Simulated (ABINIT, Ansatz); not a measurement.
## CsCaBr3 (Pm-3m): modes at Γ and the response to a field

Wanted: the vibrations of CsCaBr3 (Pm-3m) at Γ, by two programs.

Program: ABINIT 10.8.3. Level of theory: DFT LDA, scalar-relativistic, plane waves, PseudoDojo norm-conserving pseudopotentials. Results are calculated unless marked as measured.

This is a report of a sequence of runs, with most program output left out.

The structure was built from a prototype and need not be the compound's stable phase.

### Step 1. Starting point

It takes space group Pm-3m (No. 221, cubic). The conventional cell has a = 5.526 Å, b = 5.526 Å, c = 5.526 Å, α = 90.00°, β = 90.00°, γ = 90.00°. Cs has 12 Br at 3.91 Å nearest. Ca has 6 Br at 2.76 Å nearest. Nearest to Br lie 2 Ca at 2.76 Å and 4 Cs at 3.91 Å. Farther neighbours and most contacts between anions are not listed.

Structure file:

```cif
data_structure
_symmetry_space_group_name_H-M 'Pm-3m'
_symmetry_Int_Tables_number 221
_cell_length_a 5.5258
_cell_length_b 5.5258
_cell_length_c 5.5258
_cell_angle_alpha 90.000
_cell_angle_beta 90.000
_cell_angle_gamma 90.000
_cell_volume 168.73
loop_
_atom_site_label
_atom_site_type_symbol
_atom_site_symmetry_multiplicity
_atom_site_Wyckoff_symbol
_atom_site_fract_x
_atom_site_fract_y
_atom_site_fract_z
_atom_site_occupancy
Cs1 Cs 1 a 0.00000 0.00000 0.00000 1
Ca1 Ca 1 b 0.50000 0.50000 0.50000 1
Br1 Br 3 c 0.50000 0.50000 0.00000 1
```

### Step 2. Relaxing the cell and atoms

The harmonic expansion needs vanishing forces, and a free crystal bears no stress, so cell and atoms are brought to rest. Stress is more sensitive to the basis than forces are: the last 3 Ha under the cutoff are smoothed with ecutsm, and the cutoff is raised above that of the later runs.

The starting cell comes from a relaxation made beforehand in Ansatz (LDA, PseudoDojo NC).

Contents of relax.abi:

```
# relaxation
ionmov 2
optcell 2
dilatmx 1.08
ntime 40
tolmxf 1.0d-05
tolvrs 1.0d-14
prtwf 0
prtden 0
chksymtnons 0

# basis, mesh and filling
ecut 38.0
ecutsm 3.0
ngkpt 4 4 4
nshiftk 1
shiftk 0.0 0.0 0.0
istwfk *1
occopt 1
nband 20
nstep 100
diemac 9.0
prtebands 0
prtgsr 0
useylm 1

# cell and atoms
acell 10.44220706 10.44220706 10.44220706
rprim 
    1.0 0.0 0.0
    0.0 1.0 0.0
    0.0 0.0 1.0
ntypat 3
znucl 55 20 35
natom 5
typat 1 2 3 3 3
xred 
    0.0 0.0 0.0
    0.5 0.5 0.5
    0.5 0.5 0.0
    0.5 0.0 0.5
    0.0 0.5 0.5
pp_dirpath "./pseudo"
pseudos "Cs.upf, Ca.upf, Br.upf"
```

Command:

```console
OMP_NUM_THREADS=1 mpirun -n 4 abinit relax.abi > relax.log
```

Wall time 48 s (4 MPI ranks of Arm Neoverse V1, shared host); 3.2 min of CPU time.

Little changed from the start: no atom moved by 0.005 Å and no cell edge by 0.1 %.

Read from the output:

| Quantity | Value |
| --- | --- |
| volume per atom | 33.75 Å³ |
| pressure | -0.001156 GPa |

### Step 3. Ground state

The response is built on these wavefunctions, so the potential is converged far more tightly than an energy would need.

Contents of gs.abi:

```
# ground state
tolvrs 1.0d-16
prtden 1
prtwf 1

# basis, mesh and filling
ecut 30.0
ngkpt 4 4 4
nshiftk 1
shiftk 0.0 0.0 0.0
istwfk *1
occopt 1
nband 20
nstep 100
diemac 9.0
prtebands 0
prtgsr 0
useylm 1

# cell and atoms
acell 10.44220706 10.44220706 10.44220706
rprim 
    1.0 0.0 0.0
    0.0 1.0 0.0
    0.0 0.0 1.0
ntypat 3
znucl 55 20 35
natom 5
typat 1 2 3 3 3
xred 
    0.0 0.0 0.0
    0.5 0.5 0.5
    0.5 0.5 0.0
    0.5 0.0 0.5
    0.0 0.5 0.5
pp_dirpath "./pseudo"
pseudos "Cs.upf, Ca.upf, Br.upf"
```

Command:

```console
OMP_NUM_THREADS=1 mpirun -n 4 abinit gs.abi > gs.log
```

The job ended after 42 s (4 MPI ranks; 2.8 min of CPU time).

Read from the output:

* pressure: -0.03787 GPa

The cell stands at -0.038 GPa, close enough for phonons.

### Step 4. Empty bands

Empty bands on the ground state's density check that the gap assumed so far is there in this cell.

Contents of gap.abi:

```
# empty bands on the ground state's density
iscf -2
getden_filepath "gso_DEN"
tolwfr 1.0d-12
nbdbuf 2
prtwf 0

# basis, mesh and filling
ecut 30.0
ngkpt 4 4 4
nshiftk 1
shiftk 0.0 0.0 0.0
istwfk *1
occopt 1
nband 24
nstep 100
diemac 9.0
prtebands 0
prtgsr 0
useylm 1

# cell and atoms
acell 10.44220706 10.44220706 10.44220706
rprim 
    1.0 0.0 0.0
    0.0 1.0 0.0
    0.0 0.0 1.0
ntypat 3
znucl 55 20 35
natom 5
typat 1 2 3 3 3
xred 
    0.0 0.0 0.0
    0.5 0.5 0.5
    0.5 0.5 0.0
    0.5 0.0 0.5
    0.0 0.5 0.5
pp_dirpath "./pseudo"
pseudos "Cs.upf, Ca.upf, Br.upf"
```

Command:

```console
OMP_NUM_THREADS=1 mpirun -n 4 abinit gap.abi > gap.log
```

The job ended after 42 s (4 MPI ranks; 2.8 min of CPU time).

This step gave:

* gap on the k-mesh: 4.361 eV

In this cell the gap on the mesh is 4.4 eV, indirect (smallest direct 4.6 eV), so fixed occupations hold.

### Step 5. Linear response at Γ

The derivative of the wavefunctions by k comes first, since the response to a field is built on it; then the field and the displacements that symmetry doesn't supply are solved at q = 0.

It reads the wavefunctions written in step 3.

Contents of dfpt_gamma.abi:

```
ndtset 2

# common to the responses
getwfk_filepath "gso_WFK"
kptopt 2
nqpt 1
qpt 0.0 0.0 0.0
asr 0
chneut 0

# d/dk
rfelfd1 2
rfdir1 1 1 1
iscf1 -3
tolwfr1 1.0d-20

# displacements, field
rfphon2 1
rfatpol2 1 5
rfdir2 1 1 1
rfelfd2 3
getddk2 1
tolvrs2 1.0d-10
prtwf2 0

# basis, mesh and filling
ecut 30.0
ngkpt 4 4 4
nshiftk 1
shiftk 0.0 0.0 0.0
istwfk *1
occopt 1
nband 20
nstep 100
diemac 9.0
prtebands 0
prtgsr 0
useylm 1

# cell and atoms
acell 10.44220706 10.44220706 10.44220706
rprim 
    1.0 0.0 0.0
    0.0 1.0 0.0
    0.0 0.0 1.0
ntypat 3
znucl 55 20 35
natom 5
typat 1 2 3 3 3
xred 
    0.0 0.0 0.0
    0.5 0.5 0.5
    0.5 0.5 0.0
    0.5 0.0 0.5
    0.0 0.5 0.5
pp_dirpath "./pseudo"
pseudos "Cs.upf, Ca.upf, Br.upf"
```

Command:

```console
OMP_NUM_THREADS=1 mpirun -n 4 abinit dfpt_gamma.abi > dfpt_gamma.log
```

Wall time 9.8 min (4 MPI ranks); 39 min of CPU time.

This step gave:

* miss of the charge sum rule: 0.01298 e
* largest acoustic frequency at the zone centre before the sum rule: 0.95 cm⁻¹
* highest optical zone-centre mode (no LO-TO term): 232.2 cm⁻¹
* lowest optical zone-centre mode: 33.62 cm⁻¹
* mean high-frequency dielectric constant: 3.314
* largest Born charge in size (third of the trace): 2.472 e

Born charge (rows field, columns displacement), before the sum rule (e), principal values of the symmetric part by kind of site:

```
atom  atoms with these values    low  middle   high   mean
 Cs1                        1   1.36    1.36   1.36   1.36
 Ca2                        1   2.47    2.47   2.47   2.47
 Br3                        3  -2.05   -0.90  -0.90  -1.28
```

In full for Ca2:

```
2.47 0.00 0.00
0.00 2.47 0.00
0.00 0.00 2.47
```

High-frequency dielectric tensor:

```
3.31 0.00 0.00
0.00 3.31 0.00
0.00 0.00 3.31
```

The acoustic modes at Γ come out as far as 0.9 cm⁻¹ from zero, where they should vanish, a small numerical error; the Born charges miss their sum rule by 0.013 e, which is good.

### Step 6. Modes with the sum rule

anaddb reads the merged derivatives, imposes the acoustic sum rule and charge neutrality, and adds the LO-TO term along chosen directions.

Contents of anaddb.abi:

```
ddb_filepath "gamma_DDB"
output_file "anaddb.abo"
outdata_prefix "anaddb"
asr 1
chneut 1
enunit 2
eivec 1
nph1l 1
qph1l 0.0 0.0 0.0 1.0
dieflag 1
nph2l 3
qph2l 
    1.0 0.0 0.0 0.0
    0.0 0.0 1.0 0.0
    1.0 1.0 1.0 0.0
```

Contents of mrgddb.in:

```
gamma_DDB
merged
2
dfpt_gammao_DS2_DDB
gso_DDB
```

Command:

```console
mrgddb < mrgddb.in > mrgddb.log
OMP_NUM_THREADS=1 anaddb anaddb.abi > anaddb.log
```

It took 0.52 s on 1 thread.

Read from the output:

* mean static dielectric constant: 12.94
* highest mode moved by the LO-TO term: 268.2 cm⁻¹

No LO-TO term; unit eigenvectors of the mass-weighted matrix, from anaddb's displacements. Modes at Γ, with each element's share of the kinetic energy:

```csv
mode,frequency (cm⁻¹),symmetry,Cs %,Ca %,Br %
1,0.0,acoustic,32,10,58
2,0.0,acoustic,32,10,58
3,0.0,acoustic,32,10,58
4,33.6,T1u,66,2,32
5,33.6,T1u,66,2,32
6,33.6,T1u,66,2,32
7,36.0,T2u,0,0,100
8,36.0,T2u,0,0,100
9,36.0,T2u,0,0,100
10,66.9,T1u,2,28,70
11,66.9,T1u,2,28,70
12,66.9,T1u,2,28,70
13,232.2,T1u,0,61,39
14,232.2,T1u,0,61,39
15,232.2,T1u,0,61,39
```

Displacements in mode 4 (33.6 cm⁻¹), the largest set to 1:
```
Cs1  0.00  0.00  1.00
Ca2  0.00  0.00 -0.28
Br3  0.00  0.00 -0.34
Br4  0.00  0.00 -0.59
Br5  0.00  0.00 -0.59
```

Displacements in mode 13 (232.2 cm⁻¹), the largest set to 1:
```
Cs1  0.00  0.00  0.00
Ca2  0.00  0.00 -1.00
Br3  0.00  0.00  0.56
Br4  0.00  0.00 -0.04
Br5  0.00  0.00 -0.04
```

Trace of the oscillator strength, degenerate modes summed. Lines of the infrared spectrum (strongest = 100):

```csv
position (cm⁻¹),lines merged,"IR intensity, relative"
34,3,15
36,3,0.0
67,3,9.1
232,3,100
```

Static dielectric tensor (ions relaxed, fixed cell):

```
12.94  0.00  0.00
 0.00 12.94  0.00
 0.00  0.00 12.94
```

The rule moves no optical mode by more than 0.1 cm⁻¹.

### Step 7. Sum rules set otherwise (asr 0)

Without the rule the raw error of the acoustic modes shows.

Changes to anaddb.abi since step 6:

```diff
@@ -3,4 +3,4 @@
 outdata_prefix "anaddb"
-asr 1
-chneut 1
+asr 0
+chneut 0
 enunit 2
```

mrgddb.in is that of step 6.

The job ended after 0.51 s (1 thread).

Numbers from this step:

| Item | Value |
| --- | --- |
| mean static dielectric constant | 12.95 |

Zone-centre frequencies as printed; negative means imaginary. Modes:

```
mode  frequency (cm⁻¹)
   1              0.95
   2              0.95
   3              0.95
   4             33.62
   5             33.62
   6             33.62
   7             36.02
   8             36.02
   9             36.02
  10             66.88
  11             66.88
  12             66.88
  13             232.2
  14             232.2
  15             232.2
```

### Step 8. Cross-check with Ansatz

A second program on the same cell, potentials, cutoff and meshes tests the implementation of the phonon response, not its convergence. Its field response is summed in its own way.

This step: DFT LDA, scalar-relativistic, plane waves, PseudoDojo norm-conserving pseudopotentials (Ansatz 0.2.0).

Contents of input.yaml:

```yaml
crystal:
  lattice:
    - [5.5257780077, 0.0, 0.0]
    - [0.0, 5.5257780077, 0.0]
    - [0.0, 0.0, 5.5257780077]
  atoms:
    - { symbol: Cs, position: [0.0, 0.0, 0.0] }
    - { symbol: Ca, position: [0.5, 0.5, 0.5] }
    - { symbol: Br, position: [0.5, 0.5, 0.0] }
    - { symbol: Br, position: [0.5, 0.0, 0.5] }
    - { symbol: Br, position: [0.0, 0.5, 0.5] }
kpoints:
  mp_grid: { grid: [4, 4, 4] }
hamiltonian:
  xc: lda
  pseudopotentials: { kind: nc, accuracy: standard }
scf:
  occupations: { method: fixed }
output:
  eigenvalues: true
basis:
  ecutwfc: 816.342
phonons:
  method: dfpt
  dielectric: true
  rigid_motions: translations
```

Command:

```console
ansatz run input.yaml --threads 4 --pin off --max-ram 8192MiB --backend cpu --events-out ev --progress --plain --runs-dir out
```

Elapsed: 76 s, on 4 threads; peak memory 1.9 GiB.

Numbers from this step:

| Property | Result |
| --- | --- |
| sum-rule residual before enforcement | 2.70e-4 eV/Å² |
| miss of the charge sum rule | 0.01101 e |
| estimated error of the dielectric tensor | 0.009441 |
| estimated error of the Born charges | 0.01509 e |
| mean high-frequency dielectric constant | 3.306 |
| largest Born charge in size (third of the trace) | 2.475 e |
| mean static dielectric constant | 12.92 |

Transverse modes. Lines of the infrared spectrum (strongest = 100):

```
position (cm⁻¹)  label  IR intensity ((D/Å)²/amu), degenerate modes summed, relative
             34    T1u                                                            15
             36    T2u                                                           0.0
             67    T1u                                                           9.2
            232    T1u                                                           100
```

### Step 9. Side by side: ABINIT PseudoDojo and Ansatz, PseudoDojo

Worked out from the results:

```yaml
root_mean_square_difference: 0 cm⁻¹
largest_difference: 0 cm⁻¹
```

The two runs side by side. Further quantities:

| quantity | ABINIT PseudoDojo | Ansatz, PseudoDojo |
| --- | --- | --- |
| mean ε∞ | 3.314 | 3.306 |
| largest Born charge in size (e; the first before, the second after the charge sum rule) | 2.472 | 2.475 |
| summed IR intensity ((D/Å)²/amu) | 16.55 | 16.51 |

At the zone centre the largest difference (acoustic modes at Γ apart) is 0.004 % of the highest mode.

### Step 10. Outcome

| Item | Value |
| --- | --- |
| space group after relaxation | Pm-3m |
| volume per atom | 33.7 Å³ |
| highest optical zone-centre mode (no LO-TO term) | 232.2 cm⁻¹ |
| lowest optical zone-centre mode | 33.6 cm⁻¹ |
| highest mode moved by the LO-TO term | 268.2 cm⁻¹ |
| mean high-frequency dielectric constant | 3.31 |
| largest Born charge in size (third of the trace) | 2.47 e |
| mean static dielectric constant | 12.9 |
| imaginary optical modes at the zone centre (no q mesh in this session) | none |
| largest difference from Ansatz, PseudoDojo | 0 cm⁻¹ |

At the LDA level the optical modes of CsCaBr3 (Pm-3m) at the zone centre (no LO-TO term) run from 34 to 232 cm⁻¹. Along the directions run, the highest mode that the macroscopic field moves lies at 268 cm⁻¹. Lattice motion raises the mean dielectric constant from 3.314 to 12.94. ABINIT PseudoDojo and Ansatz, PseudoDojo agree to 0.01 cm⁻¹ (0.004 % of the highest mode compared) on all solved modes but the acoustic ones at Γ, without the LO-TO term. These are harmonic frequencies at zero temperature: anharmonic shifts and linewidths and thermal expansion are left out. Spin-orbit coupling is left out, which can matter for the heavy elements here. Ansatz warns that the cutoff lies 17 % under the one recommended for these files; agreement at one cutoff is not convergence. The structure is a hypothetical one, built on a prototype.

[Host names and launcher messages were left out of these logs when they were recorded.]

[Logs are printed without paths, hosts, clocks, repeated set-up lines and the standing remarks that a program may print on its own settings, such as how far it seeks lower states.]

[Hosts, paths, dates, database ids (printed as entryN), source tags and the programs' standing remarks are cut or masked in the printed files.]
